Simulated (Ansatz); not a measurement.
## Li on W(110): change of the work function

Wanted: Δφ(θ) for Li/W(110), starting from the hollow site.

Method: plane-wave DFT, PBE, Ansatz PAW, in Ansatz 0.2.0.

This is a report of a sequence of runs, with most program output left out.

## Step 1: The starting structure

The cell holds 4 atoms: 4 W. Its edges and angles: a = 2.737 Å, b = 2.737 Å, c = 24.703 Å, α = 90.0°, β = 90.0°, γ = 70.5°. Vacuum lies along c.

## Step 2: The clean slab

The bare slab comes first, as the zero from which every change is counted. The two lowest layers are held at bulk places and the upper ones relax. The dipole correction removes the false field that a one-sided slab makes across the periodic vacuum, so each face gets a flat vacuum level of its own.

input.yaml

```yaml
crystal:
  lattice:
    - [2.2344574285, -1.58, 0.0]
    - [2.2344574285, 1.58, 0.0]
    - [0.0, 0.0, 24.7033722856]
  atoms:
    - { symbol: W, position: [0.0, 0.0, 0.3643227287] }
    - { symbol: W, position: [0.5, 0.5, 0.4547742429] }
    - { symbol: W, position: [0.0, 0.0, 0.5452257571] }
    - { symbol: W, position: [0.5, 0.5, 0.6356772713] }
kpoints:
  mp_grid: { grid: [12, 12, 1] }
hamiltonian:
  xc: pbe
scf:
  occupations: { method: fermi_dirac, width: 0.1 }
  convergence: { dr2_threshold: 1.0e-08 }
efield:
  axis: 3
  dipole_correction: true
  ramp_position: 0.97
  ramp_width: 0.06
relax:
  f_tol: 0.02
  max_steps: 60
  constraints: [{ sites: [0, 1] }]
output:
  write_potential: true
  write_density: true
  volumetric_format: npy
```

Started as:

```
$ ansatz run input.yaml --threads 4 --pin off --max-ram 6144MiB --backend cpu --events-out ev --progress --plain --runs-dir out
```

Wall time 29 s (4 threads of Arm Neoverse V1, shared host); peak memory 0.58 GiB.

Step by step:

| step | energy less that of the first step (eV) | largest force component (eV/Å) |
| --- | --- | --- |
| 1 | 0.0000 | 0.6535 |
| 2 | 0.0440 | 1.3654 |
| 3 | -0.0126 | 0.0900 |
| 4 | -0.0130 | 0.0113 |

Relaxation step 2 was tried and not accepted.

Forces are held to the 4 operations that the run works with; a distortion that breaks them can't arise in this run.

The atoms that moved most (Å):

| atom | dx | dy | dz | length |
| --- | --- | --- | --- | --- |
| W3 | 0.000 | 0.000 | 0.038 | 0.038 |

Final coordinates:

```cif
data_structure
_symmetry_space_group_name_H-M 'P 1'
_symmetry_Int_Tables_number 1
_cell_length_a 2.7366
_cell_length_b 2.7366
_cell_length_c 24.7034
_cell_angle_alpha 90.000
_cell_angle_beta 90.000
_cell_angle_gamma 70.529
_cell_volume 174.43
loop_
_atom_site_label
_atom_site_type_symbol
_atom_site_fract_x
_atom_site_fract_y
_atom_site_fract_z
_atom_site_occupancy
W1 W 0.00000 0.00000 0.36432 1
W2 W 0.50000 0.50000 0.45477 1
W3 W 0.00000 0.00000 0.54676 1
W4 W 0.50000 0.50000 0.63550 1
```

Numbers from this step:

```
energy at zero smearing        : -41536.4168 eV
work function, upper face      : 4.845 eV
work function, lower face      : 4.899 eV
dipole along the normal        : 0.002118 e·Å
step between the vacuum levels : -0.05428 eV
```

Running mean over 2.234 Å of the planar mean; the ramp of the sawtooth is left out. Electron's electrostatic potential energy less the Fermi level against z:

| z (Å) | electron's electrostatic potential energy less the Fermi level (eV) |
| --- | --- |
| 3.5 | 4.90 |
| 4.0 | 4.90 |
| 4.5 | 4.90 |
| 5.0 | 4.89 |
| 5.5 | 4.86 |
| 6.0 | 4.75 |
| 6.5 | 4.41 |
| 7.0 | 3.30 |
| 7.5 | -0.135 |
| 8.0 | -5.75 |
| 8.5 | -10.5 |
| 9.0 | -12.2 |
| 9.5 | -12.5 |
| 10.0 | -12.6 |
| 10.5 | -12.7 |
| 11.0 | -12.7 |
| 11.5 | -12.7 |
| 12.0 | -12.5 |
| 12.5 | -12.4 |
| 13.0 | -12.6 |
| 13.5 | -12.8 |
| 14.0 | -13.0 |
| 14.5 | -13.1 |
| 15.0 | -12.9 |
| 15.5 | -12.5 |
| 16.0 | -11.5 |
| 16.5 | -7.95 |
| 17.0 | -2.27 |
| 17.5 | 2.24 |
| 18.0 | 4.06 |
| 18.5 | 4.61 |
| 19.0 | 4.78 |
| 19.5 | 4.82 |
| 20.0 | 4.84 |
| 20.5 | 4.84 |
| 21.0 | 4.84 |
| 21.5 | 4.84 |

The relaxation took 4 steps and lowered the energy by 0.013 eV; the largest force on the free atoms ends at 0.011 eV/Å.

The work function of the upper face is 4.84 eV.

## Step 3: The covered slab, k-mesh 6×6×1, coverage 0.25 ML

System of this step: LiW16 (Li/W(110)). The cell holds 17 atoms: 16 W and 1 Li. Its edges and angles: a = 5.473 Å, b = 5.473 Å, c = 27.271 Å, α = 90.0°, β = 90.0°, γ = 70.5°. Vacuum lies along c.

The clean slab as it ended is repeated in the plane and the adsorbate is set on one face; the cell's size fixes the coverage, and the k-mesh shrinks with it to keep the sampling density about even. Adsorbate and upper layers relax, since the dipole depends on the height.

input.yaml

```yaml
crystal:
  lattice:
    - [4.468914857, -3.16, 0.0]
    - [4.468914857, 3.16, 0.0]
    - [0.0, 0.0, 27.2706338538]
  atoms:
    - { symbol: W, position: [0.0, 0.0, 0.3300253323] }
    - { symbol: W, position: [0.25, 0.25, 0.4119617274] }
    - { symbol: W, position: [0.0, 0.0, 0.495287083] }
    - { symbol: W, position: [0.25, 0.25, 0.5756727792] }
    - { symbol: W, position: [0.0, 0.5, 0.3300253323] }
    - { symbol: W, position: [0.25, 0.75, 0.4119617274] }
    - { symbol: W, position: [0.0, 0.5, 0.495287083] }
    - { symbol: W, position: [0.25, 0.75, 0.5756727792] }
    - { symbol: W, position: [0.5, 0.0, 0.3300253323] }
    - { symbol: W, position: [0.75, 0.25, 0.4119617274] }
    - { symbol: W, position: [0.5, 0.0, 0.495287083] }
    - { symbol: W, position: [0.75, 0.25, 0.5756727792] }
    - { symbol: W, position: [0.5, 0.5, 0.3300253323] }
    - { symbol: W, position: [0.75, 0.75, 0.4119617274] }
    - { symbol: W, position: [0.5, 0.5, 0.495287083] }
    - { symbol: W, position: [0.75, 0.75, 0.5756727792] }
    - { symbol: Li, position: [0.42, 0.42, 0.6699746677] }
kpoints:
  mp_grid: { grid: [6, 6, 1] }
hamiltonian:
  xc: pbe
scf:
  occupations: { method: fermi_dirac, width: 0.1 }
  convergence: { dr2_threshold: 1.0e-08 }
efield:
  axis: 3
  dipole_correction: true
  ramp_position: 0.97
  ramp_width: 0.06
relax:
  f_tol: 0.02
  max_steps: 60
  constraints: [{ sites: [0, 1, 4, 5, 8, 9, 12, 13] }]
output:
  dos: { projected: true, e_range: [-8, 4] }
  write_potential: true
  write_density: true
  volumetric_format: npy
  elf: true
```

It took 5.8 min on 4 threads; peak memory 2.9 GiB; 22 min of CPU time.

Step by step:

| step | energy less that of the first step (eV) | largest force component (eV/Å) |
| --- | --- | --- |
| 1 | 0.0000 | 0.6167 |
| 2 | -0.0741 | 0.5492 |
| 3 | -0.1229 | 0.1176 |
| 4 | -0.1430 | 0.0666 |
| 5 | -0.1529 | 0.0227 |
| 6 | -0.1539 | 0.0222 |
| 7 | -0.1540 | 0.0115 |

Forces are held to the 2 operations that the run works with; a distortion that breaks them can't arise in this run.

The atoms that moved most (Å):

| atom | dx | dy | dz | length |
| --- | --- | --- | --- | --- |
| Li17 | 0.718 | 0.000 | -0.291 | 0.775 |
| W16 | -0.019 | 0.000 | 0.034 | 0.039 |
| W4 | 0.018 | 0.000 | 0.034 | 0.038 |
| W8 | -0.001 | 0.028 | -0.007 | 0.029 |
| W12 | -0.001 | -0.028 | -0.007 | 0.029 |
| W3 | -0.001 | 0.000 | -0.015 | 0.015 |

The relaxed structure:

```xyz
17
Lattice="4.4689 -3.1600 0.0000 4.4689 3.1600 0.0000 0.0000 0.0000 27.2706" Properties=species:S:1:pos:R:3
W     0.0000    0.0000    9.0000
W     2.2345    0.0000   11.2345
W    -0.0006    0.0000   13.4921
W     2.2525    0.0000   15.7326
W     2.2345    1.5800    9.0000
W     4.4689    1.5800   11.2345
W     2.2334    1.5806   13.5025
W     4.4683    1.6083   15.6920
W     2.2345   -1.5800    9.0000
W     4.4689   -1.5800   11.2345
W     2.2334   -1.5806   13.5025
W     4.4683   -1.6083   15.6920
W     4.4689    0.0000    9.0000
W     6.7034    0.0000   11.2345
W     4.4674    0.0000   13.5035
W     6.6845    0.0000   15.7332
Li    4.4721    0.0000   17.9795
```

Numbers from this step:

| Quantity | Value |
| --- | --- |
| energy at zero smearing | -166351.1044 eV |
| work function, upper face | 2.455 eV |
| work function, lower face | 4.885 eV |
| dipole along the normal | 0.3792 e·Å |
| step between the vacuum levels | -2.430 eV |

Running mean over 2.234 Å of the planar mean; the ramp of the sawtooth is left out. Table of electron's electrostatic potential energy less the Fermi level by z:

z (Å), electron's electrostatic potential energy less the Fermi level (eV) and a bar from the least value:
```
      3.5        4.9 ##############################
      4.0        4.9 ##############################
      4.5        4.9 ##############################
      5.0        4.9 ##############################
      5.5        4.8 ##############################
      6.0        4.7 ##############################
      6.5        4.4 #############################
      7.0        3.3 ###########################
      7.5       -0.1 #####################
      8.0       -5.8 ############
      8.5      -10.5 ####
      9.0      -12.2 #
      9.5      -12.5 #
     10.0      -12.6 
     10.5      -12.7 
     11.0      -12.7 
     11.5      -12.7 
     12.0      -12.5 #
     12.5      -12.4 #
     13.0      -12.6 
     13.5      -12.7 
     14.0      -12.8 
     14.5      -12.8 
     15.0      -12.7 
     15.5      -12.4 #
     16.0      -11.5 ##
     16.5       -8.3 ########
     17.0       -3.3 ################
     17.5        0.5 #######################
     18.0        1.8 #########################
     18.5        1.9 #########################
     19.0        2.0 #########################
     19.5        2.3 ##########################
     20.0        2.4 ##########################
     20.5        2.4 ##########################
     21.0        2.4 ##########################
     21.5        2.5 ##########################
     22.0        2.5 ##########################
     22.5        2.5 ##########################
     23.0        2.5 ##########################
     23.5        2.5 ##########################
     24.0        2.5 ##########################
```

The density of states has structure finer than the step of the table below, so its rows give means over 0.25 eV, whole bins alone (the curve runs from -8 to 1.89 eV). Peaks (eV: height): -3.100: 38.3, -2.950: 27.3, -2.830: 28.5, -2.740: 28.7, -2.650: 29.3, -1.980: 28.4, -1.470: 26.8.

Density of states against energy, zero at the Fermi level; means over each step:

| energy (eV) | density of states (states/eV a cell) |
| --- | --- |
| -7.75 | 0.940 |
| -7.50 | 1.85 |
| -7.25 | 1.99 |
| -7.00 | 2.27 |
| -6.75 | 2.14 |
| -6.50 | 1.68 |
| -6.25 | 4.39 |
| -6.00 | 5.32 |
| -5.75 | 11.0 |
| -5.50 | 8.23 |
| -5.25 | 11.0 |
| -5.00 | 11.5 |
| -4.75 | 13.6 |
| -4.50 | 20.3 |
| -4.25 | 12.7 |
| -4.00 | 12.2 |
| -3.75 | 8.49 |
| -3.50 | 8.23 |
| -3.25 | 19.8 |
| -3.00 | 23.6 |
| -2.75 | 24.6 |
| -2.50 | 20.3 |
| -2.25 | 20.0 |
| -2.00 | 22.1 |
| -1.75 | 21.7 |
| -1.50 | 22.7 |
| -1.25 | 14.7 |
| -1.00 | 14.1 |
| -0.75 | 10.7 |
| -0.50 | 13.2 |
| -0.25 | 10.1 |
| 0.00 | 12.8 |
| 0.25 | 12.1 |
| 0.50 | 13.6 |
| 0.75 | 13.8 |
| 1.00 | 16.9 |
| 1.25 | 18.4 |
| 1.50 | 19.5 |
| 1.75 | 19.5 |

Projected DOS per atom over height of the atomic layer and energy from the Fermi level. Layers: W4 W4 W4 W4 Li from below.

Ten even steps from '_' (0.00 states/eV) to '@' (1.68 states/eV), each cell a mean:
```
**##****::
********..
**----++..
++----++__
==::::++__
++::::++__
##::::**..
@@++++@@..
%%****@@..
##****%%__
%%@@%%%%__
==%%%%++__
--------__
========__
++####++__
::++++::__
::==++::__
..::--..__
__....____
__..______
__________
__________
```
Columns: height of the atomic layer (Å) from 9 to 18.0; rows upwards: energy from the Fermi level (eV) from -7.96 to 1.84.

ELF in the ca plane at fractional y = 0.500, with atoms of W and Li within 0.2 Å of it. It is the smooth field of the valence electrons, not physical close to the nuclei.

Values in units of 1e-1, 8 rows by 16 columns, each cell a mean:
```
5.6 3.7 3.6 3.6 5.2 4.5 3.9 3.9 4.5 2.9 1.1 0.2 0.0 0.0 0.0 0.0
3.6 4.1 3.6 4.3 3.5 3.5 4.0 4.3 5.7 4.1 1.6 0.3 0.0 0.0 0.0 0.0
4.1 3.8 3.5 4.0 3.7 3.4 4.0 4.4 4.9 0.9 0.4 0.2 0.0 0.0 0.0 0.0
4.8 3.9 3.8 3.6 4.9 4.7 3.9 4.2 3.0 8.0 0.4 0.1 0.0 0.0 0.0 0.0
5.6 3.7 3.6 3.6 5.2 4.5 3.9 4.2 3.2 5.4 0.2 0.1 0.0 0.0 0.0 0.0
3.6 4.1 3.7 4.3 3.5 3.5 4.0 4.5 5.6 1.8 0.8 0.3 0.0 0.0 0.0 0.0
4.1 3.8 3.5 4.0 3.8 3.4 3.9 4.2 5.3 4.0 1.5 0.3 0.0 0.0 0.0 0.0
4.8 3.9 3.8 3.6 4.9 4.7 4.0 4.0 4.3 2.6 0.9 0.2 0.0 0.0 0.0 0.0
```
Columns run along c (16.0 Å, from fractional 0.32 to 0.91 of the cell), rows up along a (5.5 Å). Atoms in or near the plane, at fractional coordinates: W at (0.33, 0.00), W at (0.50, 0.00), W at (0.33, 0.50), W at (0.50, 0.50), Li at (0.66, 0.50).

Valence density in the ca plane at fractional y = 0.500, with atoms of W and Li within 0.2 Å of it. It is the smooth field of the valence electrons, not physical close to the nuclei.

Ten steps, logarithmic in the rise over the least value, from '0' (0.0 e/Å³) to '9' (6.8 e/Å³), each cell a mean:
```
99854333334799974333322110000000000000000000
88643333334578753333332110000000000000000000
55433344333455443334332110000000000000000000
44333344333344433344432210000000000000000000
55433344333455543334332211000000000000000000
88643333334678753333332224300000000000000000
99854333334799974333322269820000000000000000
99864333334899974333322279930000000000000000
99753333334689864333332246510000000000000000
66543333333467643333332211100000000000000000
44433344333344433344332211000000000000000000
44433344333344433344432110000000000000000000
76543333333467643334332110000000000000000000
99753333334789864333322110000000000000000000
99864333335899974333322100000000000000000000
```
Columns run along c (16.0 Å, from fractional 0.32 to 0.91 of the cell), rows up along a (5.5 Å). Atoms in or near the plane, at fractional coordinates: W at (0.33, 0.00), W at (0.50, 0.00), W at (0.33, 0.50), W at (0.50, 0.50), Li at (0.66, 0.50).

Electrostatic potential energy in the ca plane at fractional y = 0.500, with atoms of W and Li within 0.2 Å of it. With pseudopotentials it is smooth inside the atoms' cores, unlike the true potential.

Ten even steps from '0' (-58 eV) to '9' (9 eV), each cell a mean:
```
00268999997300048999999999999999999999999999
22589999998632378999999999999999999999999999
77899988999877789998999999999999999999999999
88999988999988899998999999999999999999999999
77899988999876789998999999999999999999999999
22579999998632368999999987789999999999999999
00268999997300048999999864578999999999999999
00168999997200038999999863478999999999999999
00379999998410258999999976689999999999999999
55789988999754689999999998899999999999999999
88899988999988899998999999999999999999999999
88899988999988899998999999999999999999999999
45689988998754589998999999999999999999999999
00379999998410158999999999999999999999999999
00168999997200048999999999999999999999999999
```
Columns run along c (16.0 Å, from fractional 0.32 to 0.91 of the cell; values clipped at the 3rd and 97th percentile), rows up along a (5.5 Å). Atoms in or near the plane, at fractional coordinates: W at (0.33, 0.00), W at (0.50, 0.00), W at (0.33, 0.50), W at (0.50, 0.50), Li at (0.66, 0.50).

The relaxation took 7 steps and lowered the energy by 0.15 eV; the largest force on the free atoms ends at 0.011 eV/Å.

By hand: a sheet of dipoles makes a step −p/(ε₀A) in the electron's potential. With e/ε₀ = 180.95 V·Å, p = 0.3792 e·Å and A = 28.24 Å², that is −180.95 × (0.3792) / 28.24 = -2.430 eV, and the two vacuum levels of the run differ by -2.430 eV.

The covered face has 2.46 eV, -2.39 eV against the clean one; the bare back face has moved by -0.01 eV, a measure of how thin the slab is.

## Step 4: The covered slab, k-mesh 12×12×1, coverage 1 ML

System of this step: LiW4 (Li/W(110)). The cell holds 5 atoms: 4 W and 1 Li. Cell: a = 2.737 Å, b = 2.737 Å, c = 27.271 Å, α = 90.0°, β = 90.0°, γ = 70.5°. Vacuum lies along c.

Another coverage, to see how the dipoles act on each other as their distance changes.

input.yaml, the sections that differ from step 3:

```yaml
crystal:
  lattice:
    - [2.2344574285, -1.58, 0.0]
    - [2.2344574285, 1.58, 0.0]
    - [0.0, 0.0, 27.2706338538]
  atoms:
    - { symbol: W, position: [0.0, 0.0, 0.3300253323] }
    - { symbol: W, position: [0.5, 0.5, 0.4119617274] }
    - { symbol: W, position: [0.0, 0.0, 0.495287083] }
    - { symbol: W, position: [0.5, 0.5, 0.5756727792] }
    - { symbol: Li, position: [0.84, 0.84, 0.6699746677] }
kpoints:
  mp_grid: { grid: [12, 12, 1] }
relax:
  f_tol: 0.02
  max_steps: 60
  constraints: [{ sites: [0, 1] }]
output:
  write_potential: true
  write_density: true
  volumetric_format: npy
# hamiltonian, scf, efield: as in step 3
```

It took 54 s on 4 threads; peak memory 0.64 GiB; 3.5 min of CPU time.

Relaxation path:

| step | energy less that of the first step (eV) | largest force component (eV/Å) |
| --- | --- | --- |
| 1 | 0.0000 | 0.6739 |
| 2 | -0.0745 | 0.5854 |
| 3 | -0.1316 | 0.1290 |
| 4 | -0.1536 | 0.0739 |
| 5 | -0.1629 | 0.0158 |
| 6 | -0.1635 | 0.0103 |

The run keeps the 2 symmetry operations that it works with, so distortions that break them were not tested.

The atoms that moved most (Å):

| atom | dx | dy | dz | length |
| --- | --- | --- | --- | --- |
| Li5 | 0.717 | 0.000 | -0.314 | 0.782 |
| W4 | 0.001 | 0.000 | 0.027 | 0.027 |
| W3 | -0.001 | 0.000 | -0.009 | 0.009 |

Final coordinates:

```xyz
5
Lattice="2.2345 -1.5800 0.0000 2.2345 1.5800 0.0000 0.0000 0.0000 27.2706" Properties=species:S:1:pos:R:3
W     0.0000    0.0000    9.0000
W     2.2345    0.0000   11.2345
W    -0.0010    0.0000   13.4981
W     2.2358    0.0000   15.7255
Li    4.4704    0.0000   17.9571
```

Numbers from this step:

```yaml
energy_at_zero_smearing: -41741.6875 eV
work_function_upper_face: 3.253 eV
work_function_lower_face: 4.883 eV
dipole_along_the_normal: 0.06361 e·Å
step_between_the_vacuum_levels: -1.630 eV
```

Running mean over 2.234 Å of the planar mean; the ramp of the sawtooth is left out. Table of electron's electrostatic potential energy less the Fermi level by z:

z (Å), electron's electrostatic potential energy less the Fermi level (eV) and a bar from the least value:
```
      3.5        4.9 ##############################
      4.0        4.9 ##############################
      4.5        4.9 ##############################
      5.0        4.9 ##############################
      5.5        4.8 ##############################
      6.0        4.7 ##############################
      6.5        4.4 #############################
      7.0        3.3 ###########################
      7.5       -0.1 #####################
      8.0       -5.7 ############
      8.5      -10.5 ####
      9.0      -12.2 #
      9.5      -12.4 
     10.0      -12.5 
     10.5      -12.6 
     11.0      -12.7 
     11.5      -12.6 
     12.0      -12.5 
     12.5      -12.4 #
     13.0      -12.5 
     13.5      -12.6 
     14.0      -12.6 
     14.5      -12.5 
     15.0      -12.4 
     15.5      -12.2 #
     16.0      -11.5 ##
     16.5       -9.1 ######
     17.0       -5.4 ############
     17.5       -2.5 #################
     18.0       -1.5 ###################
     18.5       -1.2 ####################
     19.0        0.1 ######################
     19.5        1.7 #########################
     20.0        2.6 ##########################
     20.5        3.0 ###########################
     21.0        3.1 ###########################
     21.5        3.2 ###########################
     22.0        3.2 ###########################
     22.5        3.2 ###########################
     23.0        3.3 ###########################
     23.5        3.3 ###########################
     24.0        3.3 ###########################
```

The relaxation took 6 steps and lowered the energy by 0.16 eV; the largest force on the free atoms ends at 0.010 eV/Å.

The covered face has 3.25 eV, -1.59 eV against the clean one; the bare back face has moved by -0.02 eV, a measure of how thin the slab is.

## Step 5: Work function against coverage

This step: plane-wave DFT, PBE, Ansatz PAW; work function against coverage (Ansatz 0.2.0).

The runs are now put side by side.

Numbers from this step:

```yaml
work_function_of_the_clean_face: 4.845 eV
largest_change_of_the_work_function: -2.389 eV
```

Work function of the covered face against coverage:

| coverage (adsorbates/nm²) | work function of the covered face (eV) |
| --- | --- |
| 0.00 | 4.84 |
| 3.54 | 2.46 |
| 14.16 | 3.25 |

The dipole per adsorbate comes from the change of the cell's dipole. Coverage, by row:

| coverage (1/nm²) | coverage (ML) | work function (eV) | change (eV) | dipole per adsorbate, positive end outwards (debye) | mean height of the added atoms over the highest substrate atom (Å) |
| --- | --- | --- | --- | --- | --- |
| 3.541 | 0.25 | 2.455 | -2.389 | 1.781 | 2.246 |
| 14.16 | 1 | 3.253 | -1.592 | 0.295 | 2.232 |

## Step 6: Results

```
work function of the clean face                        : 4.84 eV
work function at 0.25 ML                               : 2.46 eV
work function at 1 ML                                  : 3.25 eV
dipole per adsorbate at 0.25 ML, positive end outwards : 1.78 D
```

Li lowers the work function of W(110) at the lowest coverage, by 2.39 eV: the adsorbate layer has its positive end outwards. The slab has 4 layers, at the tabulated experimental lattice constant, one starting site was run, and quantum-size effects of a slab this thin can reach one or two tenths of an eV.

[Logs are printed without paths, hosts, clocks, repeated set-up lines and the standing remarks that a program may print on its own settings, such as how far it seeks lower states.]

[Hosts, paths, dates, database ids (printed as entryN), source tags and the programs' standing remarks are cut or masked in the printed files.]

[Maps of the electrostatic potential energy from Ansatz leave out the sawtooth potential of an applied field or a dipole correction, so their vacuum need not be flat; planar profiles and work functions include it.]
